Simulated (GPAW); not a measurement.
**STM contrast on W2C(OH)2 MXene monolayer**

Aim: Tersoff-Hamann images of W2C(OH)2 MXene monolayer at several biases.

Calculated with GPAW 26.7.0; GPAW, PAW setups; layer in a repeated cell with vacuum, relaxation of atoms and in-plane cell, in the first sound run; inputs show where later runs differ.

### 1. The structure

The cell holds 7 atoms: 2 H, 2 O, 2 W and 1 C. Its edges and angles: a = 3.125 Å, b = 3.125 Å, c = 24.644 Å, α = 90.0°, β = 90.0°, γ = 120.0°. Vacuum lies along c.

### 2. Relaxing the atoms

The atoms are relaxed first, since the surface dipole, and with it the work function, follows the positions of the outer layers.

Contents of run.py:

```python
import json
import numpy as np
from ase import Atoms
from ase.filters import FrechetCellFilter
from ase.optimize import BFGS
from gpaw import GPAW, PW

slab = Atoms(
    ['H', 'O', 'W', 'C', 'W', 'O', 'H'],
    positions=[
        [-0.00000, 1.80446, 9.00000],
        [-0.00000, 1.80446, 9.98000],
        [1.56270, 0.90223, 11.08899],
        [0.00000, 0.00000, 12.32220],
        [-0.00000, 1.80446, 13.55540],
        [1.56270, 0.90223, 14.66439],
        [1.56270, 0.90223, 15.64439]],
    cell=[[3.12541, 0.0, 0.0], [-1.5627, 2.70668, 0.0], [0.0, 0.0, 24.6444]],
    pbc=[True, True, True])

slab.calc = GPAW(mode=PW(600), xc='PBE', kpts={'size': (12, 12, 1), 'gamma': True},
                 occupations={'name': 'fermi-dirac', 'width': 0.05}, nbands='160%',
                 convergence={'density': 1e-05}, maxiter=200,
                 symmetry={'tolerance': 1e-3}, txt='slab.txt')
result = {}
# The in-plane cell is free; stress needs a cell that repeats along all three vectors
path = []
opt = BFGS(FrechetCellFilter(slab, mask=[1, 1, 0, 0, 0, 1]), maxstep=0.2)
opt.attach(lambda: path.append((slab.get_potential_energy(), slab.positions.tolist(), slab.get_forces().tolist())))
result['relaxed'] = bool(opt.run(fmax=0.02, steps=45))
result['path'] = path
result['cell'] = slab.cell.tolist()
print('in-plane lattice', slab.cell.cellpar().round(4)[[0, 1, 5]])
energy = slab.get_potential_energy()
fermi = slab.calc.get_fermi_level()
v = slab.calc.get_electrostatic_potential().mean((0, 1)) - fermi
n = slab.calc.get_pseudo_density().mean((0, 1))
L = slab.cell[2, 2]
z = np.arange(len(v)) * L / len(v)
low, high = slab.positions[:, 2].min(), slab.positions[:, 2].max()
below, above = np.interp([low - 6.8, high + 6.8], z, v)
slopes = [np.interp(x, z, np.gradient(v, z)) for x in (low - 6.8, high + 6.8)]
eps = np.array([[slab.calc.get_eigenvalues(k, s) for k in range(len(slab.calc.get_ibz_k_points()))]
                for s in range(slab.calc.get_number_of_spins())]) - fermi
top, bottom = eps[eps < 0].max(), eps[eps > 0].min()
dipole = slab.get_dipole_moment()[2]
print(f'energy {energy:.4f} eV, Fermi level {fermi:.4f} eV, dipole {dipole:.5f} e A')
print(f'potential 6.8 A off the faces, from the Fermi level: lower {below:.4f} eV, upper {above:.4f} eV')
print(f'slope of the potential there: lower {slopes[0]:.5f}, upper {slopes[1]:.5f} eV/A')
print(f'nearest levels on the mesh: {top:.4f} and {bottom:.4f} eV')
print('magnetic moment', round(slab.get_magnetic_moment(), 3))
result.update(energy=energy, fermi=fermi, dipole=dipole, below=below, above=above, slopes=slopes, edges=[top, bottom],
              z=z.tolist(), v=v.tolist(), n=n.tolist(), positions=slab.positions.tolist(),
              forces=slab.get_forces(apply_constraint=False).tolist(), moments=slab.get_magnetic_moments().tolist())
json.dump(result, open('result.json', 'w'))
```

Run with:

```bash
> OMP_NUM_THREADS=1 OPENBLAS_NUM_THREADS=1 python run.py
```

Output:

```text
Step          Energy          fmax
BFGS:    0      -50.728703        3.877861
BFGS:    1      -51.189546        2.761210
BFGS:    2      -52.136351        1.029662
BFGS:    3      -51.970220        3.405107
BFGS:    4      -52.194649        0.652620
BFGS:    5      -52.211879        0.599482
BFGS:    6      -52.325260        0.346018
BFGS:    7      -52.337084        0.288189
BFGS:    8      -52.358804        0.418098
BFGS:    9      -52.386579        0.649695
BFGS:   10      -52.476932        1.057079
BFGS:   11      -52.517621        0.937933
BFGS:   12      -52.536192        0.555355
BFGS:   13      -52.544357        0.150186
BFGS:   14      -52.545948        0.008036
in-plane lattice [  3.2862   3.2862 120.    ]
energy -52.5358 eV, Fermi level 1.5804 eV, dipole -0.00005 e A
potential 6.8 A off the faces, from the Fermi level: lower 2.1526 eV, upper 2.1531 eV
slope of the potential there: lower -0.00058, upper 0.00036 eV/A
nearest levels on the mesh: -0.0333 and 0.0159 eV
magnetic moment 0.0
```

Run time: 17 min. Hardware: 1 thread of Intel Xeon Platinum 8375C at 2.90GHz (Ice Lake), shared host; peak memory 0.76 GiB.

Numbers from this step:

- dipole along the normal: -4.82e-5 e·Å
- levels nearest the Fermi level on the mesh: -0.03327, 0.01590 eV from the Fermi level

The electrostatic potential energy of an electron (without an applied field's), less the Fermi level, planar mean oscillates, so the rows of the table below give means over windows of 1 Å about each position, cut where the curve ends. Its maxima inside the range that stand out by 2 % of the span (Å: eV): 9.4: -0.271, 10.5: -6.41, 12.1: -15.0, 12.6: -15.0, 14.2: -6.40, 15.2: -0.269. Its minima: 9.1: -1.11, 10.1: -9.76, 11.4: -23.4, 12.3: -16.3, 13.3: -23.4, 14.5: -9.76, 15.6: -1.11.

Electrostatic potential energy of an electron (without an applied field's), less the Fermi level, planar mean against z; means over each step:

```tsv
z (Å)	electrostatic potential energy of an electron (without an applied field's), less the Fermi level, planar mean (eV)
0	2.15
1	2.15
2	2.15
3	2.15
4	2.15
5	2.14
6	2.09
7	1.94
8	1.39
9	-0.334
10	-6.25
11	-15.8
12	-17.1
13	-19.5
14	-10.5
15	-3.72
16	0.224
17	1.67
18	2.02
19	2.12
20	2.14
21	2.15
22	2.15
23	2.15
24	2.15
```

The pseudo valence density, planar mean oscillates, so the rows of the table below give means over windows of 1.41 Å about each position, cut where the curve ends. Its maxima inside the range that stand out by 2 % of the span (Å: e/Å³): 10.0: 0.816, 11.4: 1.46, 13.2: 1.46, 14.6: 0.816. Its minima: 10.7: 0.497, 12.3: 0.757, 13.9: 0.497.

Pseudo valence density, planar mean against z; means over each step:

```tsv
z (Å)	pseudo valence density, planar mean (e/Å³)
3.52	2.1e-5
4.93	1.5e-4
6.34	8.9e-4
7.75	0.00665
9.16	0.215
10.57	0.748
11.98	0.977
13.39	0.983
14.80	0.515
16.21	0.0404
17.62	0.00200
19.03	3.6e-4
20.44	5.6e-5
```

The relaxation lowered the energy of the cell by 1.83 eV (energies extrapolated to zero smearing; the optimiser's log prints free energies). The largest force left on a free atom is 0.0080 eV/Å.

### 3. Plane waves, PBE

The work function is the vacuum plateau of the electrostatic potential less the Fermi level; a dipole layer lets the two faces have plateaus of their own.

This step: GPAW, PAW setups; slab in vacuum (GPAW 26.7.0).

The cell differs from the one that the last finished run ended in (c 24.644 → 24.488 Å).

Contents of run.py:

```python
import json
import numpy as np
from ase import Atoms
from ase.dft.stm import STM
from gpaw import GPAW, PW

slab = Atoms(
    ['H', 'O', 'W', 'C', 'W', 'O', 'H'],
    positions=[
        [-0.00000, 1.89730, 9.00000],
        [-0.00000, 1.89730, 9.97852],
        [1.64310, 0.94865, 11.29956],
        [0.00000, -0.00000, 12.24418],
        [-0.00000, 1.89730, 13.18880],
        [1.64310, 0.94865, 14.50984],
        [1.64310, 0.94865, 15.48836]],
    cell=[[3.28621, -0.0, 0.0], [-1.6431, 2.84594, 0.0], [0.0, 0.0, 24.4884]],
    pbc=[True, True, False])

slab.calc = GPAW(mode=PW(500), xc='PBE', kpts={'size': (12, 12, 1), 'gamma': True},
                 occupations={'name': 'fermi-dirac', 'width': 0.05}, nbands='160%',
                 convergence={'density': 1e-05}, maxiter=200,
                 poissonsolver={'dipolelayer': 'xy'},
                 symmetry={'tolerance': 1e-3}, txt='slab.txt')
result = {}
energy = slab.get_potential_energy()
fermi = slab.calc.get_fermi_level()
v = slab.calc.get_electrostatic_potential().mean((0, 1)) - fermi
n = slab.calc.get_pseudo_density().mean((0, 1))
L = slab.cell[2, 2]
z = np.arange(len(v)) * L / len(v)
low, high = slab.positions[:, 2].min(), slab.positions[:, 2].max()
below, above = np.interp([low - 6.8, high + 6.8], z, v)
slopes = [np.interp(x, z, np.gradient(v, z)) for x in (low - 6.8, high + 6.8)]
eps = np.array([[slab.calc.get_eigenvalues(k, s) for k in range(len(slab.calc.get_ibz_k_points()))]
                for s in range(slab.calc.get_number_of_spins())]) - fermi
top, bottom = eps[eps < 0].max(), eps[eps > 0].min()
dipole = slab.get_dipole_moment()[2]
print(f'energy {energy:.4f} eV, Fermi level {fermi:.4f} eV, dipole {dipole:.5f} e A')
print(f'potential 6.8 A off the faces, from the Fermi level: lower {below:.4f} eV, upper {above:.4f} eV')
print(f'slope of the potential there: lower {slopes[0]:.5f}, upper {slopes[1]:.5f} eV/A')
print(f'nearest levels on the mesh: {top:.4f} and {bottom:.4f} eV')
print('magnetic moment', round(slab.get_magnetic_moment(), 3))
result.update(energy=energy, fermi=fermi, dipole=dipole, below=below, above=above, slopes=slopes, edges=[top, bottom],
              z=z.tolist(), v=v.tolist(), n=n.tolist(), positions=slab.positions.tolist(),
              forces=slab.get_forces(apply_constraint=False).tolist(), moments=slab.get_magnetic_moments().tolist())

# Images need the states of the whole zone, up to time reversal
slab.calc = slab.calc.fixed_density(symmetry={'point_group': False}, txt='states.txt', nbands='280%',
                                    convergence={'bands': 'CBM+2.3'})
stm = STM(slab)
result['stm'] = []
for bias in [-1.5, 2.0]:
    height = high + 4.0
    current = stm.get_averaged_current(bias, height)
    x, y, h = stm.scan(bias, current)
    i, f = divmod(height / L * stm.ldos.shape[2], 1)
    I = abs((1 - f) * stm.ldos[:, :, int(i)] + f * stm.ldos[:, :, int(i) + 1])
    print(f'bias {bias} V: mean current at 4.0 A {current:.4e}, corrugation {np.ptp(h):.4f} A')
    result['stm'].append(dict(bias=bias, current=current, h=(h - high).tolist(), I=I.tolist()))
json.dump(result, open('result.json', 'w'))
```

Output:

```text
energy -51.8306 eV, Fermi level 1.5947 eV, dipole -0.00056 e A
potential 6.8 A off the faces, from the Fermi level: lower 2.1612 eV, upper 2.1735 eV
slope of the potential there: lower -0.00001, upper 0.00001 eV/A
nearest levels on the mesh: -0.0347 and 0.0158 eV
magnetic moment 0.0
bias -1.5 V: mean current at 4.0 A 6.4908e-05, corrugation 0.0180 A
bias 2.0 V: mean current at 4.0 A 1.8809e-03, corrugation 0.0449 A
```

Wall time 5 min (1 thread); peak memory 0.95 GiB.

Numbers from this step:

```
dipole along the normal                    : -5.60e-4 e·Å
levels nearest the Fermi level on the mesh : -0.03466, 0.01579 eV from the Fermi level
upper work function                        : 2.174 eV
lower work function                        : 2.161 eV
corrugation -1.5                           : 0.01801 Å
corrugation 2                              : 0.04492 Å
```

Table of electrostatic potential energy of an electron (without an applied field's), less the Fermi level, planar mean by z:

```tsv
z (Å)	electrostatic potential energy of an electron (without an applied field's), less the Fermi level, planar mean (eV)
0.0	2.17
0.5	2.16
1.0	2.16
1.5	2.16
2.0	2.16
2.5	2.16
3.0	2.16
3.5	2.16
4.0	2.16
4.5	2.15
5.0	2.15
5.5	2.13
6.0	2.10
6.5	2.04
7.0	1.94
7.5	1.74
8.0	1.38
8.5	0.590
9.0	-1.09
9.5	-1.21
10.0	-9.71
10.5	-7.03
11.0	-18.6
11.5	-21.7
12.0	-15.1
12.5	-15.0
13.0	-21.9
13.5	-18.3
14.0	-6.93
14.5	-9.69
15.0	-1.07
15.5	-1.09
16.0	0.629
16.5	1.40
17.0	1.76
17.5	1.95
18.0	2.06
18.5	2.11
19.0	2.14
19.5	2.16
20.0	2.17
20.5	2.17
21.0	2.17
21.5	2.17
22.0	2.17
22.5	2.17
23.0	2.17
23.5	2.17
24.0	2.17
```

The pseudo valence density, planar mean oscillates, so the rows of the table below give means over windows of 1.34 Å about each position, cut where the curve ends. Its maxima inside the range that stand out by 2 % of the span (Å: e/Å³): 9.9: 0.810, 11.3: 1.47, 13.2: 1.47, 14.5: 0.810. Its minima: 10.5: 0.486, 12.2: 0.756, 14.0: 0.486.

Table of pseudo valence density, planar mean by z; means over each step:

```tsv
z (Å)	pseudo valence density, planar mean (e/Å³)
4.69	1.2e-4
6.03	6.7e-4
7.37	0.00361
8.71	0.0906
10.05	0.589
11.39	1.05
12.73	1.03
14.07	0.700
15.41	0.205
16.75	0.00734
18.09	0.00104
19.43	2.0e-4
20.77	3.2e-5
```

Tip height over the top atom over a1 and a2. Sample bias -1.5 V, constant current at the mean current 4.0 Å over the top atom.

Ten even steps from '0' (3.992 Å) to '9' (4.010 Å):
```
100023335533320001
100023355533200011
100112355321100111
222112464211222222
333223553223333333
333345554333334543
335565565533357753
555543455555688865
655322355678899887
533212335799999997
333113335899999985
332123336899999863
320023358999999853
200023478999998743
100123578899887532
101123456898654321
111123335775333211
111123335653332111
```
Columns: a1 from 0 to 0.944; rows upwards: a2 from 0 to 0.944.

Local density of states summed over the bias window over a1 and a2. Sample bias -1.5 V, constant height 4.0 Å over the top atom.

Ten even steps from '_' (6.41 × 1e-5 arbitrary) to '@' (6.58 × 1e-5 arbitrary):
```
________::----==++++==----::________
..____..::----++++++----::..____....
..__....::::==++++==::::....__..::::
::::::::..::==**==::..::::::::::--::
------::::==++++==::::--------------
------====++**++====--------==++==--
--==++++**++++**++++==--==++####++==
++++++++======++++++++++##%%@@%%##++
**++++==::::==++++**##%%@@@@@@@@%%##
++==--::..::--==++##@@@@@@@@@@@@@@##
------::::------++%%@@@@@@@@@@@@%%++
----::..::----==##@@@@@@@@@@@@@@##==
--::....::----++%%@@@@@@@@@@@@%%++--
::______::--==##@@@@@@@@@@@@@@##==--
..____..::--++##%%@@@@@@@@%%##++--::
..__..::----==++##%%@@%%##++==----::
____..::::----==++####++==----::::..
____....::------++**++------::....__
```
Columns: a1 from 0 to 0.944; rows upwards: a2 from 0 to 0.944.

Tip height over the top atom over a1 and a2. Sample bias 2 V, constant current at the mean current 4.0 Å over the top atom.

Ten even steps from '0' (3.987 Å) to '9' (4.032 Å):
```
100001123321100001
000001122211000000
000001222210000000
000011222110000111
111112222111111111
111222222211122222
222222222222334433
332222222333455543
332211223345677654
321111123467888764
211001123578998753
110001134689998643
100001235789987532
000001245788875421
000011245677654211
000011234565432110
110011233443321100
110001123332110001
```
Columns: a1 from 0 to 0.944; rows upwards: a2 from 0 to 0.944.

Local density of states summed over the bias window over a1 and a2. Sample bias 2 V, constant height 4.0 Å over the top atom.

Ten even steps from '_' (1.86 × 1e-3 arbitrary) to '@' (1.92 × 1e-3 arbitrary):
```
..__________..::----::..__________..
____________..::::::..______________
__________..::::::::..______________
________....::::::....________......
..____....::::::::....____....::::..
......::::::::::::::......::::::::::
::::::::::::::::::::::::----====----
----::::::::::::::----====++++++====
----::::....::::----==++**####**++==
--::..........::--==**##%%@@%%##**==
::..________..::==++##@@@@@@@@##++==
..__________..--==**%%@@@@@@%%**==--
..________..::--++##@@@@@@@@##++--::
__________..::==++##%%@@%%##++==::..
________..::::==++**####**++==::::..
________..::::--==++**++==--::::..__
....____....::--========--::....____
....______....::------::....______..
```
Columns: a1 from 0 to 0.944; rows upwards: a2 from 0 to 0.944.

Force by atom:

```tsv
atom	x (eV/Å)	y (eV/Å)	z (eV/Å)	size
H1	0.0000	0.0000	-0.0940	0.0940
O2	0.0000	0.0000	0.0705	0.0705
W3	0.0000	0.0000	0.0057	0.0057
C4	0.0000	0.0000	0.0000	0.0000
W5	0.0000	0.0000	-0.0057	0.0057
O6	0.0000	0.0000	-0.0705	0.0705
H7	0.0000	0.0000	0.0940	0.0940
```

The potential is flat to 1.2e-5 eV/Å where it is read, so the vacuum is wide enough.

### 4. What came out

| Property | Result |
| --- | --- |
| work function, upper and lower face | 2.174 and 2.161 eV |
| dipole along the normal | -5.6e-4 e Å |
| corrugation at -1.5 V | 0.0180 Å |
| corrugation at 2 V | 0.0449 Å |

In words: In GPAW's constant-current maps the tip height varies by under 0.05 Å at every bias shown (0.045 Å at most), which is near the numerical ripple of the maps: an s-wave tip would see an almost flat surface. Negative sample bias images filled states, positive bias empty ones. The images are of Tersoff-Hamann type: an s-wave tip, no tip-sample forces, heights closer than in a microscope. The starting lattice was a guess from atomic radii; the relaxation moved it by 5 %. The small printed dipole stands for a step of 11 meV from the lower to the upper face, and the probes find 12 meV; values this small are near the numerical noise of both. The layer's cell and atoms come from the relaxation; spin-orbit coupling and temperature are left out.

[Logs are printed without paths, hosts, clocks, repeated set-up lines and the standing remarks that a program may print on its own settings, such as how far it seeks lower states.]

[Hosts, paths, dates, database ids (printed as entryN), source tags and the programs' standing remarks are cut or masked in the printed files.]
